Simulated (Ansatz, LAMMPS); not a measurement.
# Amorphous poly(propylene oxide) (as short chains C35O12H72), from a frame at 440 K (238 atoms): geometry optimisation, part 2 of 3

Wanted: the relaxed structure of amorphous poly(propylene oxide) (as short chains C35O12H72), from a frame at 440 K (238 atoms) and its electronic structure.

Ansatz 0.2.0; Kohn-Sham DFT, PBE+D3(BJ), PAW (set soft_2), plane waves.

The cell: 70 C, 24 O and 144 H. The network of contacts between molecules at the start is that of the classical potential that made the cell. The density was typed from a rule of thumb and may lie off the real one at this temperature. The Brillouin zone is sampled at Γ only, in a cell whose shortest periodic width is 14 Å.

So far. Step 3 (Single point at the start): The r.m.s. force component of 1.1 eV/Å and the pressure of 2.6 GPa set the starting point.

## (4) Relaxation

With the cell held, the atoms are moved downhill towards a nearby minimum.

Contents of input.yaml:

```yaml
crystal:
  lattice:
    - [13.68279, 0.0, 0.0]
    - [0.0, 13.68279, 0.0]
    - [0.0, 0.0, 13.68279]
  atoms:
    [... the 238 atom lines of step 3 ...]
kpoints:
  mp_grid: { grid: [1, 1, 1] }
hamiltonian:
  xc: pbe
  dispersion: d3bj
scf:
  occupations: { method: fermi_dirac, width: 0.025 }
output:
  forces: true
relax:
  f_tol: 0.05
  max_steps: 200
```

On the command line:

```sh
ansatz run input.yaml --threads 4 --pin off --max-ram 8192MiB --backend cpu --events-out ev --progress --plain --runs-dir out
```

Numbers of over 12 decimals in the logs are rounded to 6 here.

The log of the run:

```text
[...]
Crystal: 238 atoms, lattice volume = 2561.675 Å³
Basis set: ecut = 420 eV, 50061 PW (Γ), exchange–correlation on 192×192×192 points (8 copies of the dense FFT grid, shifted against one another)
Bands: 522, of which v1, the nominal top of the filled ones, is band 284 counted from 1 (283 counted from 0)
Symmetry: 1 space group operations
[...]
k-points: 1
[...]
SCF iter   1: F=—  HF=-33472.925557 eV  |F-HF|=—  |Δ(HF+E_count)|=         —  Δρ=5.13e-3  dr2=8.27e-1  ethr=1.77e-3  ⟨swp⟩=6.0  Hψ=2419  notcnv=0  defer=59
[...]
SCF iter   7: F=-33472.882297 eV  HF=-33472.882321 eV  |F-HF|=2.40e-5  |Δ(HF+E_count)|=   6.59e-5  Δρ=3.16e-5  dr2=2.45e-5  ethr=1.10e-8  ⟨swp⟩=2.0  Hψ=1386  notcnv=0
SCF 1 converged in 7 iterations: F = -33472.882297 eV  dr2 = 2.45e-5
[...]
relax step   1: F+E_penalty+E_count = -33472.88229665 eV  Δ(F+E_penalty+E_count) = +0.000e0 eV  max|allowed force component| = 5.704e0 eV/Å  Δτ_max = 0.0000 Å  (7 SCF iters, dr2 threshold 6.25e-5 eV, accepted)
[...]
relax step   2: F+E_penalty+E_count = -33483.44765255 eV  Δ(F+E_penalty+E_count) = -1.057e1 eV  max|allowed force component| = 1.722e0 eV/Å  Δτ_max = 0.1947 Å  (7 SCF iters, dr2 threshold 1.00e-4 eV, accepted)
[...]
relax step   3: F+E_penalty+E_count = -33485.50938625 eV  Δ(F+E_penalty+E_count) = -2.062e0 eV  max|allowed force component| = 4.927e-1 eV/Å  Δτ_max = 0.1949 Å  (6 SCF iters, dr2 threshold 1.00e-4 eV, accepted)
relax step   4: F+E_penalty+E_count = -33485.88338168 eV  Δ(F+E_penalty+E_count) = -3.740e-1 eV  max|allowed force component| = 3.448e-1 eV/Å  Δτ_max = 0.2000 Å  (7 SCF iters, dr2 threshold 1.99e-5 eV, accepted)
relax step   5: F+E_penalty+E_count = -33486.17562147 eV  Δ(F+E_penalty+E_count) = -2.922e-1 eV  max|allowed force component| = 2.339e-1 eV/Å  Δτ_max = 0.2000 Å  (7 SCF iters, dr2 threshold 9.74e-6 eV, accepted)
relax step   6: F+E_penalty+E_count = -33486.31388627 eV  Δ(F+E_penalty+E_count) = -1.383e-1 eV  max|allowed force component| = 1.535e-1 eV/Å  Δτ_max = 0.1909 Å  (6 SCF iters, dr2 threshold 2.52e-5 eV, accepted)
relax step   7: F+E_penalty+E_count = -33486.39976421 eV  Δ(F+E_penalty+E_count) = -8.588e-2 eV  max|allowed force component| = 1.637e-1 eV/Å  Δτ_max = 0.1976 Å  (7 SCF iters, dr2 threshold 1.01e-5 eV, accepted)
relax step   8: F+E_penalty+E_count = -33486.47401960 eV  Δ(F+E_penalty+E_count) = -7.426e-2 eV  max|allowed force component| = 1.071e-1 eV/Å  Δτ_max = 0.1930 Å  (7 SCF iters, dr2 threshold 1.15e-5 eV, accepted)
relax step   9: F+E_penalty+E_count = -33486.54184163 eV  Δ(F+E_penalty+E_count) = -6.782e-2 eV  max|allowed force component| = 8.257e-2 eV/Å  Δτ_max = 0.1915 Å  (7 SCF iters, dr2 threshold 4.91e-6 eV, accepted)
relax step  10: F+E_penalty+E_count = -33486.60252645 eV  Δ(F+E_penalty+E_count) = -6.068e-2 eV  max|allowed force component| = 8.682e-2 eV/Å  Δτ_max = 0.1955 Å  (8 SCF iters, dr2 threshold 2.92e-6 eV, accepted)
relax step  11: F+E_penalty+E_count = -33486.65643916 eV  Δ(F+E_penalty+E_count) = -5.391e-2 eV  max|allowed force component| = 1.449e-1 eV/Å  Δτ_max = 0.1950 Å  (8 SCF iters, dr2 threshold 4.48e-6 eV, accepted)
relax step  12: F+E_penalty+E_count = -33486.70062775 eV  Δ(F+E_penalty+E_count) = -4.419e-2 eV  max|allowed force component| = 2.324e-1 eV/Å  Δτ_max = 0.1953 Å  (7 SCF iters, dr2 threshold 2.10e-5 eV, accepted)
relax step  13: F+E_penalty+E_count = -33486.72540425 eV  Δ(F+E_penalty+E_count) = -2.478e-2 eV  max|allowed force component| = 3.624e-1 eV/Å  Δτ_max = 0.1828 Å  (6 SCF iters, dr2 threshold 5.40e-5 eV, accepted)
relax step  14: F+E_penalty+E_count = -33486.74819368 eV  Δ(F+E_penalty+E_count) = -2.279e-2 eV  max|allowed force component| = 2.993e-1 eV/Å  Δτ_max = 0.0480 Å  (5 SCF iters, dr2 threshold 1.00e-4 eV, accepted)
relax step  15: F+E_penalty+E_count = -33486.78889688 eV  Δ(F+E_penalty+E_count) = -4.070e-2 eV  max|allowed force component| = 1.056e-1 eV/Å  Δτ_max = 0.1500 Å  (6 SCF iters, dr2 threshold 6.11e-5 eV, accepted)
relax step  16: F+E_penalty+E_count = -33486.80617255 eV  Δ(F+E_penalty+E_count) = -1.728e-2 eV  max|allowed force component| = 1.603e-1 eV/Å  Δτ_max = 0.1993 Å  (10 SCF iters, accepted)
relax step  17: F+E_penalty+E_count = -33486.81799471 eV  Δ(F+E_penalty+E_count) = -1.182e-2 eV  max|allowed force component| = 1.335e-1 eV/Å  Δτ_max = 0.0612 Å  (7 SCF iters, dr2 threshold 3.20e-6 eV, accepted)
relax step  18: F+E_penalty+E_count = -33486.84045095 eV  Δ(F+E_penalty+E_count) = -2.246e-2 eV  max|allowed force component| = 2.032e-1 eV/Å  Δτ_max = 0.1878 Å  (7 SCF iters, dr2 threshold 1.24e-5 eV, accepted)
relax step  19: F+E_penalty+E_count = -33486.85012462 eV  Δ(F+E_penalty+E_count) = -9.674e-3 eV  max|allowed force component| = 1.659e-1 eV/Å  Δτ_max = 0.0768 Å  (6 SCF iters, dr2 threshold 2.86e-5 eV, accepted)
relax step  20: F+E_penalty+E_count = -33486.86352489 eV  Δ(F+E_penalty+E_count) = -1.340e-2 eV  max|allowed force component| = 1.036e-1 eV/Å  Δτ_max = 0.1534 Å  (7 SCF iters, dr2 threshold 1.84e-5 eV, accepted)
relax step  21: F+E_penalty+E_count = -33486.87296569 eV  Δ(F+E_penalty+E_count) = -9.441e-3 eV  max|allowed force component| = 8.940e-2 eV/Å  Δτ_max = 0.1950 Å  (8 SCF iters, dr2 threshold 4.18e-6 eV, accepted)
relax step  22: F+E_penalty+E_count = -33486.88023358 eV  Δ(F+E_penalty+E_count) = -7.268e-3 eV  max|allowed force component| = 1.269e-1 eV/Å  Δτ_max = 0.1545 Å  (8 SCF iters, dr2 threshold 3.11e-6 eV, accepted)
relax step  23: F+E_penalty+E_count = -33486.88925749 eV  Δ(F+E_penalty+E_count) = -9.024e-3 eV  max|allowed force component| = 1.513e-1 eV/Å  Δτ_max = 0.1209 Å  (6 SCF iters, dr2 threshold 1.20e-5 eV, accepted)
relax step  24: F+E_penalty+E_count = -33486.89926981 eV  Δ(F+E_penalty+E_count) = -1.001e-2 eV  max|allowed force component| = 2.223e-1 eV/Å  Δτ_max = 0.1665 Å  (6 SCF iters, dr2 threshold 2.29e-5 eV, accepted)
relax step  25: F+E_penalty+E_count = -33486.90785801 eV  Δ(F+E_penalty+E_count) = -8.588e-3 eV  max|allowed force component| = 2.175e-1 eV/Å  Δτ_max = 0.1082 Å  (6 SCF iters, dr2 threshold 4.94e-5 eV, accepted)
relax step  26: F+E_penalty+E_count = -33486.91896895 eV  Δ(F+E_penalty+E_count) = -1.111e-2 eV  max|allowed force component| = 1.931e-1 eV/Å  Δτ_max = 0.1580 Å  (6 SCF iters, dr2 threshold 4.53e-5 eV, accepted)
relax step  27: F+E_penalty+E_count = -33486.92719079 eV  Δ(F+E_penalty+E_count) = -8.222e-3 eV  max|allowed force component| = 1.869e-1 eV/Å  Δτ_max = 0.1610 Å  (6 SCF iters, dr2 threshold 2.94e-5 eV, accepted)
relax step  28: F+E_penalty+E_count = -33486.93400290 eV  Δ(F+E_penalty+E_count) = -6.812e-3 eV  max|allowed force component| = 1.706e-1 eV/Å  Δτ_max = 0.1284 Å  (6 SCF iters, dr2 threshold 2.75e-5 eV, accepted)
relax step  29: F+E_penalty+E_count = -33486.94213214 eV  Δ(F+E_penalty+E_count) = -8.129e-3 eV  max|allowed force component| = 1.070e-1 eV/Å  Δτ_max = 0.1832 Å  (6 SCF iters, dr2 threshold 2.43e-5 eV, accepted)
relax step  30: F+E_penalty+E_count = -33486.94736276 eV  Δ(F+E_penalty+E_count) = -5.231e-3 eV  max|allowed force component| = 1.002e-1 eV/Å  Δτ_max = 0.1950 Å  (7 SCF iters, dr2 threshold 4.51e-6 eV, accepted)
relax step  31: F+E_penalty+E_count = -33486.95062918 eV  Δ(F+E_penalty+E_count) = -3.266e-3 eV  max|allowed force component| = 8.158e-2 eV/Å  Δτ_max = 0.1115 Å  (6 SCF iters, dr2 threshold 3.95e-6 eV, accepted)
relax step  32: F+E_penalty+E_count = -33486.95481125 eV  Δ(F+E_penalty+E_count) = -4.182e-3 eV  max|allowed force component| = 5.576e-2 eV/Å  Δτ_max = 0.1936 Å  (7 SCF iters, dr2 threshold 4.41e-6 eV, accepted)
relax step  33: F+E_penalty+E_count = -33486.95713026 eV  Δ(F+E_penalty+E_count) = -2.319e-3 eV  max|allowed force component| = 4.450e-2 eV/Å  Δτ_max = 0.0819 Å  (9 SCF iters, accepted)
[...]
relax step  34: F+E_penalty+E_count = -33486.95951973 eV  Δ(F+E_penalty+E_count) = -2.389e-3 eV  max|allowed force component| = 3.534e-2 eV/Å  Δτ_max = 0.1020 Å  (9 SCF iters, accepted)
SCF converged after 9 iterations
Free energy (F): -33486.959520 eV
[...]
Internal energy: -33486.959520 eV  (E = F + TS)
E sigma→0 (E₀):  -33486.959520 eV
Fermi energy:    1.208486 eV
[...]
--- Forces (eV/Å), atoms counted from 1 ---
  atom   1  C      0.00000208     0.00333892     0.01065434
  atom   2  O      0.00012505    -0.00305088    -0.00360813
  atom   3  C      0.00471830    -0.00197211     0.00222696
  atom   4  C     -0.00533287     0.00086257     0.00519677
  atom   5  C      0.00263617    -0.00001421     0.00184980
  atom   6  O      0.00985327     0.01120083    -0.00791204
  atom   7  C     -0.01473012    -0.00441627     0.00373278
  atom   8  C      0.02496092     0.00857865    -0.00266684
  atom   9  C     -0.01221093     0.01633585     0.00631052
  atom  10  O     -0.00951375    -0.02974892    -0.00960130
  atom  11  C      0.00725965     0.00342506     0.00024825
  atom  12  C     -0.00511521    -0.00390221     0.00190049
  atom  13  C      0.00391181    -0.00208165    -0.00511446
  atom  14  O      0.00125973     0.00408656    -0.00018354
[...]
atom 237  H      0.01387746     0.00504434     0.00128501
  atom 238  H     -0.00350941    -0.00191051     0.00804230
  max |Σ_I F_I| component: 1.83e-4 eV/Å
--- Relaxed structure (34 steps of the walk, 34 accepted, 0 SCFs on fresh bases) ---
  F+E_penalty+E_count = -33486.95951973 eV   max|allowed force component| = 3.534e-2 eV/Å
  atoms:
    - { symbol: C, position: [0.628341, 0.308313, 0.059399] }
    - { symbol: O, position: [0.668298, 0.274659, 0.969958] }
    - { symbol: C, position: [0.767416, 0.245417, 0.979729] }
    - { symbol: C, position: [0.801671, 0.203308, 0.881815] }
[...]
- { symbol: H, position: [0.999285, 0.058361, 0.038971] }
```

It took 12 min on 4 threads of Arm Neoverse V2, shared host; peak memory 3.5 GiB.

Step by step (22 of 34):

| step | energy less that of the first step (eV) | largest force component (eV/Å) |
| --- | --- | --- |
| 1 | 0.0000 | 5.7038 |
| 3 | -12.6271 | 0.4927 |
| 4 | -13.0011 | 0.3448 |
| 6 | -13.4316 | 0.1535 |
| 7 | -13.5175 | 0.1637 |
| 9 | -13.6595 | 0.0826 |
| 10 | -13.7202 | 0.0868 |
| 12 | -13.8183 | 0.2324 |
| 14 | -13.8659 | 0.2993 |
| 15 | -13.9066 | 0.1056 |
| 17 | -13.9357 | 0.1335 |
| 18 | -13.9582 | 0.2032 |
| 20 | -13.9812 | 0.1036 |
| 21 | -13.9907 | 0.0894 |
| 23 | -14.0070 | 0.1513 |
| 25 | -14.0256 | 0.2175 |
| 26 | -14.0367 | 0.1931 |
| 28 | -14.0517 | 0.1706 |
| 29 | -14.0598 | 0.1070 |
| 31 | -14.0683 | 0.0816 |
| 32 | -14.0725 | 0.0558 |
| 34 | -14.0772 | 0.0353 |

The atoms that moved most (Å):

| atom | dx | dy | dz | length |
| --- | --- | --- | --- | --- |
| H169 | -1.338 | 2.075 | -2.289 | 3.367 |
| H167 | -1.393 | 1.977 | -1.794 | 3.011 |
| H168 | -1.986 | 1.865 | -1.237 | 2.992 |
| C120 | -1.348 | 1.881 | -1.644 | 2.839 |
| H119 | -1.053 | -2.165 | 0.057 | 2.409 |
| H118 | -1.048 | -1.473 | -0.675 | 1.930 |
| O121 | -0.516 | 1.350 | -1.215 | 1.888 |
| H48 | -1.089 | -1.418 | -0.019 | 1.789 |

The relaxation changed the energy by -59.1 meV/atom, and atoms moved by 0.90 Å r.m.s., 3.4 Å at most.

## (5) Distances and neighbours after relaxation

Bonds before and after, by the cutoffs listed below:

| pair | bonds before | bonds after | mean before (Å) | mean after (Å) | spread before (Å) | spread after (Å) |
| --- | --- | --- | --- | --- | --- | --- |
| H-C | 144 | 144 | 1.089 | 1.101 | 0.036 | 0.004 |
| C-C | 44 | 44 | 1.517 | 1.525 | 0.043 | 0.005 |
| C-O | 48 | 48 | 1.433 | 1.428 | 0.039 | 0.007 |

Density 0.888 g/cm³, 10.76 Å³ an atom.

g(r), total and by pair (bins of 0.2 Å):

| r (Å) | total | H-H | H-C | H-O | C-C | C-O | O-O |
| --- | --- | --- | --- | --- | --- | --- | --- |
| 1.00 | 2.15 | 0.00 | 6.05 | 0.00 | 0.00 | 0.00 | 0.00 |
| 1.20 | 2.13 | 0.00 | 6.00 | 0.00 | 0.00 | 0.00 | 0.00 |
| 1.40 | 0.85 | 0.00 | 0.00 | 0.00 | 0.00 | 14.35 | 0.00 |
| 1.60 | 0.68 | 0.00 | 0.00 | 0.00 | 7.85 | 0.00 | 0.00 |
| 1.80 | 1.14 | 3.12 | 0.00 | 0.00 | 0.00 | 0.00 | 0.00 |
| 2.00 | 0.63 | 0.02 | 0.00 | 5.10 | 0.00 | 0.00 | 0.00 |
| 2.20 | 1.41 | 0.53 | 3.32 | 0.26 | 0.00 | 0.00 | 0.00 |
| 2.40 | 1.16 | 1.37 | 0.17 | 0.30 | 1.80 | 6.88 | 0.00 |
| 2.60 | 1.46 | 1.60 | 0.83 | 3.77 | 1.37 | 0.00 | 0.00 |
| 2.80 | 0.91 | 0.66 | 1.33 | 1.35 | 0.05 | 0.23 | 1.31 |
| 3.00 | 0.82 | 1.27 | 0.53 | 0.43 | 0.46 | 0.89 | 2.38 |
| 3.20 | 0.55 | 0.59 | 0.63 | 0.35 | 0.61 | 0.24 | 0.00 |
| 3.40 | 0.80 | 0.70 | 0.98 | 1.40 | 0.15 | 0.21 | 0.00 |
| 3.60 | 0.86 | 0.89 | 0.90 | 0.64 | 0.97 | 0.28 | 3.48 |
| 3.80 | 0.90 | 1.18 | 0.85 | 0.54 | 0.53 | 0.80 | 0.51 |
| 4.00 | 1.08 | 0.93 | 1.34 | 1.20 | 0.88 | 0.68 | 0.22 |
| 4.20 | 0.89 | 0.94 | 0.90 | 0.67 | 1.04 | 0.82 | 0.61 |
| 4.40 | 1.02 | 1.12 | 1.01 | 0.98 | 1.11 | 0.63 | 0.00 |
| 4.60 | 1.09 | 1.32 | 0.94 | 1.10 | 1.01 | 0.74 | 0.83 |
| 4.80 | 1.06 | 0.95 | 1.16 | 0.85 | 1.42 | 1.20 | 0.46 |
| 5.00 | 1.10 | 1.10 | 1.17 | 1.06 | 1.10 | 0.87 | 0.99 |
| 5.20 | 1.00 | 0.99 | 0.99 | 1.04 | 1.03 | 1.11 | 0.92 |
| 5.40 | 0.96 | 0.92 | 0.92 | 0.97 | 1.11 | 1.21 | 0.97 |
| 5.60 | 1.01 | 0.98 | 1.07 | 0.97 | 1.06 | 0.79 | 0.79 |
| 5.80 | 0.99 | 0.99 | 0.98 | 0.95 | 0.99 | 1.06 | 1.27 |
| 6.00 | 1.04 | 0.97 | 1.02 | 1.15 | 1.12 | 1.26 | 1.37 |
| 6.20 | 1.02 | 0.96 | 1.00 | 1.17 | 0.99 | 1.17 | 1.37 |
| 6.40 | 1.04 | 1.03 | 1.10 | 1.02 | 0.94 | 0.92 | 0.52 |

Bonds by pair of elements; cutoffs follow the first minimum of g(r), held within bounds set by covalent radii, and pairs that aren't listed don't count as bonded:

| pair A-B | cutoff (Å) | bonds | mean length (Å) | spread (Å) | shortest (Å) | B about A | A about B |
| --- | --- | --- | --- | --- | --- | --- | --- |
| H-C | 1.34 | 144 | 1.10 | 0.004 | 1.09 | 1 | 2.06 |
| C-C | 1.85 | 44 | 1.52 | 0.005 | 1.51 | 1.26 | 1.26 |
| C-O | 1.73 | 48 | 1.43 | 0.007 | 1.42 | 0.686 | 2 |

How many atoms have how many bonded neighbours:

| element | mean | 1 | 2 | 4 |
| --- | --- | --- | --- | --- |
| C | 4 | 0 | 0 | 70 |
| H | 1 | 144 | 0 | 0 |
| O | 2 | 0 | 24 | 0 |

Bond angles, per cent of each kind in bins of 5°:

| angle (°) | C-C-H | H-C-H | H-C-O | C-C-O | C-O-C |
| --- | --- | --- | --- | --- | --- |
| 100–105 | 0.0 | 0.0 | 2.6 | 3.0 | 0.0 |
| 105–110 | 55.2 | 100.0 | 42.3 | 53.0 | 0.0 |
| 110–115 | 44.8 | 0.0 | 55.1 | 43.9 | 66.7 |
| 115–120 | 0.0 | 0.0 | 0.0 | 0.0 | 33.3 |

Bond angles (no mean is given where the spread exceeds 20°):

| angle | count | mean (°) | spread (°) |
| --- | --- | --- | --- |
| C-C-H | 154 | 110 | 1.1 |
| H-C-H | 100 | 108 | 0.5 |
| H-C-O | 78 | 110 | 1.8 |
| C-C-O | 66 | 110 | 2.5 |
| C-O-C | 24 | 114 | 1.2 |

By these cutoffs all C atoms have 4, all H atoms have 1 and all O atoms have 2 bonded neighbours. The C-C-H angle averages 110° with a spread of 1.1°.

(Continued in part 3 of 3.)

[Logs are printed without paths, hosts, clocks, repeated set-up lines and the standing remarks that a program may print on its own settings, such as how far it seeks lower states.]

[Hosts, paths, dates, database ids (printed as entryN), source tags and the programs' standing remarks are cut or masked in the printed files.]
